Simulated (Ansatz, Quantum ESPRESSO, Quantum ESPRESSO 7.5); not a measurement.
# arsenene, 1 layer: biaxial strain by an ASE script

How do the band edges of arsenene, 1 layer move against the vacuum when the sheet is stretched?

Method: plane-wave DFT, PBE, GBRV ultrasoft pseudopotentials (geometry by Ansatz 0.2.0 with PAW datasets; geometry under PBE), in Quantum ESPRESSO 7.5.

### Step 1. Set-up

The cell holds 2 atoms: 2 As. Its edges and angles: a = 3.610 Å, b = 3.610 Å, c = 16.400 Å, α = 90.0°, β = 90.0°, γ = 120.0°. It derives from As. Vacuum lies along c.

### Step 2. Relaxation with Ansatz

A relaxation in Ansatz fixes the structure of this slab for the runs on it.

Input file input.yaml:

```yaml
crystal:
  lattice:
    - [3.61, 0.0, 0.0]
    - [-1.805, 3.1263517077, 0.0]
    - [0.0, 0.0, 16.4]
  atoms:
    - { symbol: As, position: [0.6666666667, 0.3333333333, 0.4573170732] }
    - { symbol: As, position: [0.3333333333, 0.6666666667, 0.5426829268] }
kpoints:
  mp_grid: { grid: [12, 12, 1] }
hamiltonian:
  xc: pbe
scf:
  occupations: { method: fermi_dirac, width: 0.05 }
  convergence: { dr2_threshold: 1.0e-08 }
efield:
  axis: 3
  dipole_correction: true
  ramp_position: 0.97
  ramp_width: 0.04
relax:
  f_tol: 0.01
  cell: { fix: [c, alpha, beta] }
output:
  write_potential: true
  write_density: true
  volumetric_format: npy
```

Run with:

```
$ ansatz run input.yaml --threads 2 --pin off --max-ram 4096MiB --backend cpu --events-out ev --progress --plain --runs-dir out
```

Numbers of over 12 decimals in the logs are rounded to 6 here.

The log of the run:

```text
Warning: relax.cell: scf.convergence.dr2_threshold = 1e-8 eV is looser than the 2e-10 eV advised for a relaxation that steers and ends on the stress (1e-10 eV for each atom of the cell: 2). What an SCF threshold leaves in a stress goes as its square root, and in the free energy as the threshold itself, and one threshold admits the most on a small cell: [figures from the program's tests cut] Set scf.convergence.dr2_threshold to 2e-10 eV or tighter. The threshold is an SCF's pass mark: one that does not reach it within its budget of iterations ends unconverged, or closes short of it on a stop that the run arms, and scf.convergence.dr2_threshold's page says what that costs each kind of run
Engine: ansatz 0.2.0, aarch64-unknown-linux-gnu
Pseudopotentials: kind: paw
Pseudopotential: As, paw, valence charge 15, recommended cutoff 420 eV (normal), As.paw.azcp
Functional definition: PBE
  parameter kappa = 0.804
  parameter beta = 0.066725
  exchange = pbe_x(kappa = kappa, mu = beta*pi^2/3)
  correlation = pbe_c(beta = beta)
Crystal: 2 atoms, lattice volume = 185.093 Å³
Basis set: ecut = 420 eV, 3559 PW (Γ), exchange–correlation on 50×50×240 points (8 copies of the dense FFT grid, shifted against one another)
Bands: 19, of which v1, the nominal top of the filled ones, is band 15 counted from 1 (14 counted from 0)
Symmetry: 6 space group operations
k-points: 19 of 144 (time reversal used)
Non-local potential: As, projectors of the file, l = 0: 2, l = 1: 2, l = 2: 3, l = 3: 1
PAW form: soft (Blöchl's): semilocal exchange-correlation on the pseudo side does not see the compensation charge
PAW one-centre angular grid: As, 590 points (default); XC on 64 Gauss nodes
Initial density: superposition of atomic densities (neutral atoms: chi_scale 0, normalization atom), corrected by the library's trained network
Initial wavefunctions: pseudopotential atomic-orbital guess
Functional: x = pbe(κ = 0.804, μ = 0.219515), c = pbe(β = 0.066725)
SCF iter   1: F=—  HF=-9712.267603 eV  |F-HF|=—  |Δ(HF+E_count)|=         —  Δρ=8.60e-4  dr2=1.69e-3  ethr=1.77e-3  p=0.000 e·Å  D=1.72e-4 V/Å  ΔV_dip=-0.00 eV  dr2_dipole=1.50e-7  V_vac-E_F(+/−)=4.51/4.51 eV  ⟨swp⟩=6.5  Hψ=1908  notcnv=0
efield: sawtooth ramp at fractional position 0.9700 (set: `efield.ramp_position`, or a place that a band, a saddle search or an elastic batch's reference lends), width 0.0400; the density the first Hamiltonian is built on has a dipole p = 0.000 e·Å; the dipole correction subtracts the counter field D = 1.72e-4 V/Å, which shifts the + side's vacuum level by -0.00 eV against the − side's; the planar-averaged density in the ramp window peaks in size at 1.9e-5 e/Å³
preconditioner: auto → none  [insulator: Δε(μ)=1.598 eV  Ē_g=9.374 eV  σ=0.050 eV  W_gap=1.00  n_scr=16 (ndim 8)  ℏωp=8.6 eV  f_vac=0.690  D(μ)=0.00/eV (n_scr^D=0)  ε∞_Penn≈1.8]
SCF iter   2: F=—  HF=-9712.268181 eV  |F-HF|=—  |Δ(HF+E_count)|=   5.78e-4  Δρ=4.25e-4  dr2=3.35e-4  ethr=5.63e-6  p=-0.000 e·Å  D=-9.91e-5 V/Å  ΔV_dip=0.00 eV  dr2_dipole=8.25e-7  V_vac-E_F(+/−)=4.55/4.55 eV  ⟨swp⟩=2.1  Hψ=875  notcnv=0
SCF iter   3: F=—  HF=-9712.268485 eV  |F-HF|=—  |Δ(HF+E_count)|=   3.03e-4  Δρ=1.68e-4  dr2=2.16e-4  ethr=1.12e-6  p=0.001 e·Å  D=1.16e-3 V/Å  ΔV_dip=-0.02 eV  dr2_dipole=4.69e-5  V_vac-E_F(+/−)=4.55/4.56 eV  ⟨swp⟩=2.4  Hψ=740  notcnv=0
SCF iter   4: F=—  HF=-9712.268498 eV  |F-HF|=—  |Δ(HF+E_count)|=   1.30e-5  Δρ=1.77e-4  dr2=4.14e-4  ethr=7.18e-7  p=-0.002 e·Å  D=-1.70e-3 V/Å  ΔV_dip=0.03 eV  dr2_dipole=1.01e-4  V_vac-E_F(+/−)=4.57/4.54 eV  ⟨swp⟩=3.0  Hψ=646  notcnv=0
SCF iter   5: F=—  HF=-9712.268448 eV  |F-HF|=—  |Δ(HF+E_count)|=   4.98e-5  Δρ=7.74e-5  dr2=5.25e-5  ethr=7.18e-7  p=-0.001 e·Å  D=-5.87e-4 V/Å  ΔV_dip=0.01 eV  dr2_dipole=1.22e-5  V_vac-E_F(+/−)=4.56/4.55 eV  ⟨swp⟩=1.5  Hψ=387  notcnv=0
SCF iter   6: F=—  HF=-9712.268453 eV  |F-HF|=—  |Δ(HF+E_count)|=   5.07e-6  Δρ=1.91e-5  dr2=3.03e-6  ethr=1.75e-7  p=-0.000 e·Å  D=-1.38e-4 V/Å  ΔV_dip=0.00 eV  dr2_dipole=6.89e-7  V_vac-E_F(+/−)=4.56/4.56 eV  ⟨swp⟩=1.6  Hψ=381  notcnv=0
SCF iter   7: F=—  HF=-9712.268460 eV  |F-HF|=—  |Δ(HF+E_count)|=   6.55e-6  Δρ=3.57e-6  dr2=5.58e-8  ethr=1.01e-8  p=-0.000 e·Å  D=-1.82e-5 V/Å  ΔV_dip=0.00 eV  dr2_dipole=9.90e-9  V_vac-E_F(+/−)=4.56/4.56 eV  ⟨swp⟩=2.0  Hψ=397  notcnv=0
SCF iter   8: F=-9712.268460 eV  HF=-9712.268460 eV  |F-HF|=1.59e-9  |Δ(HF+E_count)|=   1.23e-8  Δρ=8.31e-7  dr2=1.96e-9  ethr=3.33e-11  p=-0.000 e·Å  D=-7.13e-7 V/Å  ΔV_dip=0.00 eV  dr2_dipole=1.20e-10  V_vac-E_F(+/−)=4.56/4.56 eV  ⟨swp⟩=6.6  Hψ=2310  notcnv=0
SCF 1 converged in 8 iterations: F = -9712.268460 eV  dr2 = 1.96e-9
  greatest PAW one-centre occupation: 0.999 electrons in one spin orbital (limit 2), on the As atom at site 1 (counted from 0), in its partial waves of l = 2
relax step   1: F+E_penalty+E_count = -9712.26845954 eV  Δ(F+E_penalty+E_count) = +0.000e0 eV  max|allowed force component| = 1.292e-1 eV/Å  Δτ_max = 0.0000 Å  P = -0.122 GPa  Ω = 185.093 Å³  fix = [c, alpha, beta]  reactions: c -0.157 GPa  (8 SCF iters, accepted)
Crystal: 2 atoms, lattice volume = 185.338 Å³
Basis set: ecut = 420 eV, 3571 PW (Γ), exchange–correlation on 50×50×240 points (8 copies of the dense FFT grid, shifted against one another)
Initial density: handed on by an earlier stage of this run
Initial wavefunctions: those handed on with the density
iter 1 solved again at ethr=2.51e-6 eV; its pass at ethr=3.10e-3 eV (dr2=7.53e-4 eV) is discarded
SCF iter   1: F=—  HF=-9712.268537 eV  |F-HF|=—  |Δ(HF+E_count)|=         —  Δρ=5.35e-4  dr2=7.32e-4  ethr=2.51e-6  p=-0.000 e·Å  D=-8.06e-7 V/Å  ΔV_dip=0.00 eV  dr2_dipole=1.22e-10  V_vac-E_F(+/−)=4.59/4.59 eV  ⟨swp⟩=2.0  Hψ=1871  notcnv=0
efield: sawtooth ramp at fractional position 0.9700 (set: `efield.ramp_position`, or a place that a band, a saddle search or an elastic batch's reference lends), width 0.0400; the density the first Hamiltonian is built on has a dipole p = -0.000 e·Å; the dipole correction subtracts the counter field D = -8.06e-7 V/Å, which shifts the + side's vacuum level by +0.00 eV against the − side's; the planar-averaged density in the ramp window peaks in size at 2.7e-7 e/Å³
preconditioner: auto → none  [insulator: Δε(μ)=1.691 eV  Ē_g=9.452 eV  σ=0.050 eV  W_gap=1.00  n_scr=16 (ndim 8)  ℏωp=8.6 eV  f_vac=0.691  D(μ)=0.00/eV (n_scr^D=0)  ε∞_Penn≈1.8]
[...]
preconditioner: auto → none  [insulator: Δε(μ)=1.644 eV  Ē_g=9.441 eV  σ=0.050 eV  W_gap=1.00  n_scr=16 (ndim 8)  ℏωp=8.6 eV  f_vac=0.690  D(μ)=0.00/eV (n_scr^D=0)  ε∞_Penn≈1.8]
SCF iter   2: F=—  HF=-9712.269186 eV  |F-HF|=—  |Δ(HF+E_count)|=   9.12e-5  Δρ=1.28e-4  dr2=1.25e-5  ethr=8.46e-7  p=0.000 e·Å  D=2.16e-6 V/Å  ΔV_dip=-0.00 eV  dr2_dipole=8.59e-11  V_vac-E_F(+/−)=4.58/4.58 eV  ⟨swp⟩=2.1  Hψ=443  notcnv=0
SCF iter   3: F=—  HF=-9712.269193 eV  |F-HF|=—  |Δ(HF+E_count)|=   6.87e-6  Δρ=5.46e-5  dr2=1.78e-6  ethr=4.16e-8  p=-0.000 e·Å  D=-4.89e-6 V/Å  ΔV_dip=0.00 eV  dr2_dipole=9.91e-10  V_vac-E_F(+/−)=4.58/4.58 eV  ⟨swp⟩=2.0  Hψ=450  notcnv=0
SCF iter   4: F=—  HF=-9712.269199 eV  |F-HF|=—  |Δ(HF+E_count)|=   5.54e-6  Δρ=8.02e-6  dr2=2.48e-7  ethr=5.93e-9  p=0.000 e·Å  D=3.95e-5 V/Å  ΔV_dip=-0.00 eV  dr2_dipole=5.17e-8  V_vac-E_F(+/−)=4.58/4.58 eV  ⟨swp⟩=2.5  Hψ=647  notcnv=0
SCF iter   5: F=—  HF=-9712.269199 eV  |F-HF|=—  |Δ(HF+E_count)|=   1.96e-7  Δρ=1.05e-5  dr2=1.66e-6  ethr=8.26e-10  p=-0.000 e·Å  D=-1.10e-4 V/Å  ΔV_dip=0.00 eV  dr2_dipole=4.11e-7  V_vac-E_F(+/−)=4.58/4.58 eV  ⟨swp⟩=3.0  Hψ=691  notcnv=0  recentre
SCF iter   6: F=—  HF=-9712.269199 eV  |F-HF|=—  |Δ(HF+E_count)|=   2.39e-7  Δρ=2.42e-6  dr2=1.72e-8  ethr=8.26e-10  p=0.000 e·Å  D=1.04e-5 V/Å  ΔV_dip=-0.00 eV  dr2_dipole=3.32e-9  V_vac-E_F(+/−)=4.58/4.58 eV  ⟨swp⟩=2.0  Hψ=417  notcnv=0
SCF iter   7: F=-9712.269199 eV  HF=-9712.269199 eV  |F-HF|=4.55e-11  |Δ(HF+E_count)|=   1.32e-9  Δρ=3.70e-7  dr2=1.77e-10  ethr=3.33e-11  p=0.000 e·Å  D=1.01e-6 V/Å  ΔV_dip=-0.00 eV  dr2_dipole=1.57e-11  V_vac-E_F(+/−)=4.58/4.58 eV  ⟨swp⟩=7.7  Hψ=1978  notcnv=0
SCF 3 converged in 7 iterations: F = -9712.269199 eV  dr2 = 1.77e-10
relax step   3: F+E_penalty+E_count = -9712.26919857 eV  Δ(F+E_penalty+E_count) = -7.390e-4 eV  max|allowed force component| = 2.378e-3 eV/Å  Δτ_max = 0.0047 Å  P = -0.018 GPa  Ω = 184.829 Å³  energy of the carried Pulay correction = +8.758e-6 eV  fix = [c, alpha, beta]  reactions: c -0.003 GPa  (7 SCF iters, accepted)
Initial wavefunctions: pseudopotential atomic-orbital guess (no wavefunctions were taken with the density)
iter 1 solved again at ethr=1.55e-7 eV; its pass at ethr=3.10e-3 eV (dr2=4.65e-5 eV) is discarded
SCF iter   1: F=—  HF=-9712.269179 eV  |F-HF|=—  |Δ(HF+E_count)|=         —  Δρ=1.02e-6  dr2=1.27e-9  ethr=1.55e-7  p=0.000 e·Å  D=1.01e-6 V/Å  ΔV_dip=-0.00 eV  dr2_dipole=1.58e-11  V_vac-E_F(+/−)=4.58/4.58 eV  ⟨swp⟩=3.4  Hψ=2837  notcnv=0
efield: sawtooth ramp at fractional position 0.9700 (set: `efield.ramp_position`, or a place that a band, a saddle search or an elastic batch's reference lends), width 0.0400; the density the first Hamiltonian is built on has a dipole p = 0.000 e·Å; the dipole correction subtracts the counter field D = 1.01e-6 V/Å, which shifts the + side's vacuum level by -0.00 eV against the − side's; the planar-averaged density in the ramp window peaks in size at 3.3e-7 e/Å³
eigensolver tolerance schedule: the retry pair's looser diagonalisation over-reported the residual by 36748.65 of it (diagonalisation noise at an unbounded share of the residual, at the tolerance the schedule requests for it); recorded, not acted on — ethr = c·dr2/N_el stays at c = 1.0e-1
preconditioner: auto → none  [insulator: Δε(μ)=1.640 eV  Ē_g=9.437 eV  σ=0.050 eV  W_gap=1.00  n_scr=16 (ndim 8)  ℏωp=8.6 eV  f_vac=0.690  D(μ)=0.00/eV (n_scr^D=0)  ε∞_Penn≈1.8]
SCF iter   2: F=—  HF=-9712.269192 eV  |F-HF|=—  |Δ(HF+E_count)|=   1.23e-5  Δρ=4.82e-7  dr2=1.32e-9  ethr=4.22e-12  p=-0.000 e·Å  D=-1.77e-6 V/Å  ΔV_dip=0.00 eV  dr2_dipole=1.74e-10  V_vac-E_F(+/−)=4.58/4.58 eV  ⟨swp⟩=12.4  Hψ=2857  notcnv=0
SCF iter   3: F=-9712.269192 eV  HF=-9712.269192 eV  |F-HF|=1.78e-9  |Δ(HF+E_count)|=  1.51e-10  Δρ=3.84e-7  dr2=1.53e-9  ethr=4.22e-12  p=0.000 e·Å  D=3.74e-6 V/Å  ΔV_dip=-0.00 eV  dr2_dipole=3.55e-10  V_vac-E_F(+/−)=4.58/4.58 eV  ⟨swp⟩=5.0  Hψ=1955  notcnv=0
SCF 4 converged in 3 iterations: F = -9712.269192 eV  dr2 = 1.53e-9
relax step   4: F+E_penalty+E_count = -9712.26919172 eV  Δ(F+E_penalty+E_count) = +6.854e-6 eV  max|allowed force component| = 2.363e-3 eV/Å  Δτ_max = 0.0000 Å  P = -0.018 GPa  Ω = 184.829 Å³  fix = [c, alpha, beta]  reactions: c -0.003 GPa  stress off target by 2.54e-2 GPa on what of the cell is left free  SCF on the basis re-selected at this cell (its energy is not comparable with the rows above)  (3 SCF iters)
basis re-selected at this cell: Δ(F+E_penalty+E_count) = +6.854e-6 eV, ΔP = -0.000 GPa vs the last step (what re-selecting the basis moved, of the pressure what is left beyond the Pulay correction that the steps carried, after the strain that the cell walked since its last selection, with what the two solves' SCF thresholds leave and, on support functions, any second-order correction that the steps lacked; it is no m [...]
WARN: The output density's exchange-correlation potential varies sharply where the density is thin. Do not read a vacuum level from v_tot or v_xc, or from such a field of the output density. On a cell that repeats whose density bears no net charge and no dipole along the vacuum's axis use v_es (v_loc + v_h of the components); under efield.dipole_correction with no amplitude use v_es + v_field, which holds any externa [...]
SCF converged after 3 iterations
Free energy (F): -9712.269192 eV
Harris-Foulkes:  -9712.269192 eV  (|F-HF|=1.78e-9)
Internal energy: -9712.269192 eV  (E = F + TS)
E sigma→0 (E₀):  -9712.269192 eV
Fermi energy:    -1.061844 eV
Dipole field:    D = -0.000023 V/Å  (p = -0.000023 e·Å, saw-weighted, corrected)
Work function:   Φ+ = 4.5834 eV   Φ− = 4.5830 eV
Levels:          The Fermi level and band energies are counted from a zero that moves with the ramp; work functions are not
--- Per-component energies (eV) ---
  E_band       = -808.718377
  E_kinetic    = 203.881114
  E_local      = -16807.326913  (includes V_loc(G=0)·N_el)
  E_nonlocal   = -1341.471923
  E_hartree    = 8413.650821
  E_xc         = -157.584304
  E_vxc        = -157.125318  (∫ρ·V_xc dr)
  E_paw        = -3669.147463  (= ΣΔE_a)
  E_vpaw       = 466.023579  (= ΣTr[D̂ρ^β])
  E_aug_tail   = 0.000013  (compensation charges beyond the density's cutoff)
  E_efield     = 0.000000  (sawtooth field / dipole correction)
  E_vefield    = 0.000111  (∫n·V_field dr)
  E_ewald      = 3645.729463
  E_smearing   = -0.000000  (= −TS)
  E_closure    = 0.000000  (closes the sum)
  Σ components = -9712.269192   (vs F -9712.269192, Δ=0.00e0)
--- Forces (eV/Å), atoms counted from 1 ---
  atom   1  As    -0.00000000     0.00000000     0.00236483
  atom   2  As     0.00000000    -0.00000000    -0.00236133
  max |Σ_I F_I| component: 3.50e-6 eV/Å
--- Stress (GPa, compression-positive) ---
       -0.025446       0.000000      -0.000000
        0.000000      -0.025446       0.000000
       -0.000000       0.000000      -0.002822
  P = ⅓ Tr σ = -0.0179 GPa (-0.179 kbar)
--- Band table (eV; the first three rows and the last of 19) ---
  k-point 0: bands = [... 11 lower, -9.0119, -2.3798, -1.8526, -1.8526, 0.1022, 1.6515, 1.6515, 3.0672]
  k-point 1: bands = [... 11 lower, -9.0003, -2.7376, -2.3363, -2.0575, 0.7215, 1.5404, 1.8611, 3.1987]
  k-point 2: bands = [... 11 lower, -9.0129, -4.0456, -2.5124, -2.2445, 0.4152, 2.2265, 2.2747, 3.5040]
  k-point 18: bands = [... 11 lower, -11.7704, -6.1866, -3.8221, -3.8220, 0.1829, 2.7375, 2.7375, 6.2541]
--- Relaxed structure (3 steps of the walk, 2 accepted, 1 SCFs on fresh bases) ---
  F+E_penalty+E_count = -9712.26919172 eV   max|allowed force component| = 2.363e-3 eV/Å   (the final SCF, on the basis selected at the relaxed cell)
  cell:  # Å, volume = 184.8289 Å³
    - [3.607428, 0, 0]
    - [-1.803714, 3.124125, 0]
    - [0, 0, 16.4]
  atoms:
    - { symbol: As, position: [0.666667, 0.333333, 0.457605] }
    - { symbol: As, position: [0.333333, 0.666667, 0.542395] }
```

Run time: 8.1 s. Hardware: 2 threads of Arm Neoverse V2, shared host; peak memory 0.39 GiB.

Relaxation path:

```
step  energy less that of the first step (eV)  largest force component (eV/Å)  pressure (GPa)  volume (Å³)
   1                                   0.0000                          0.1292           -0.12       185.09
   2                                   0.0002                          0.1357            0.04       185.34
   3                                  -0.0007                          0.0024           -0.02       184.83
  4*                                  -0.0007                          0.0024           -0.02       184.83
```

Relaxation steps marked * repeat the geometry before them on a plane-wave basis chosen anew for their cell, so energy and pressure can jump there. Relaxation step 2 was tried and not accepted.

```
cell as run  before  after  change
      a (Å)   3.610  3.607  -0.1 %
      b (Å)   3.610  3.607  -0.1 %
```

The relaxed structure:

```cif
data_structure
_symmetry_space_group_name_H-M 'P 1'
_symmetry_Int_Tables_number 1
_cell_length_a 3.6074
_cell_length_b 3.6074
_cell_length_c 16.4000
_cell_angle_alpha 90.000
_cell_angle_beta 90.000
_cell_angle_gamma 120.000
_cell_volume 184.83
loop_
_atom_site_label
_atom_site_type_symbol
_atom_site_fract_x
_atom_site_fract_y
_atom_site_fract_z
_atom_site_occupancy
As1 As 0.66667 0.33333 0.45761 1
As2 As 0.33333 0.66667 0.54239 1
```

Read from the output:

```
free energy                                                      : -9712.2692 eV
Fermi energy                                                     : -1.062 eV
gap by band count                                                : 1.640 eV
symmetry operations                                              : 6
dipole along the normal                                          : -2.31e-5 e·Å
vacuum level at the upper face over a Fermi level inside the gap : 4.583 eV
vacuum level at the lower face over a Fermi level inside the gap : 4.583 eV
```

(Continued in part 2 of 2.)

[Logs are printed without paths, hosts, clocks, repeated set-up lines and the standing remarks that a program may print on its own settings, such as how far it seeks lower states.]

[Hosts, paths, dates, database ids (printed as entryN), source tags and the programs' standing remarks are cut or masked in the printed files.]

[Maps of the electrostatic potential energy from Ansatz leave out the sawtooth potential of an applied field or a dipole correction, so their vacuum need not be flat; planar profiles and work functions include it.]
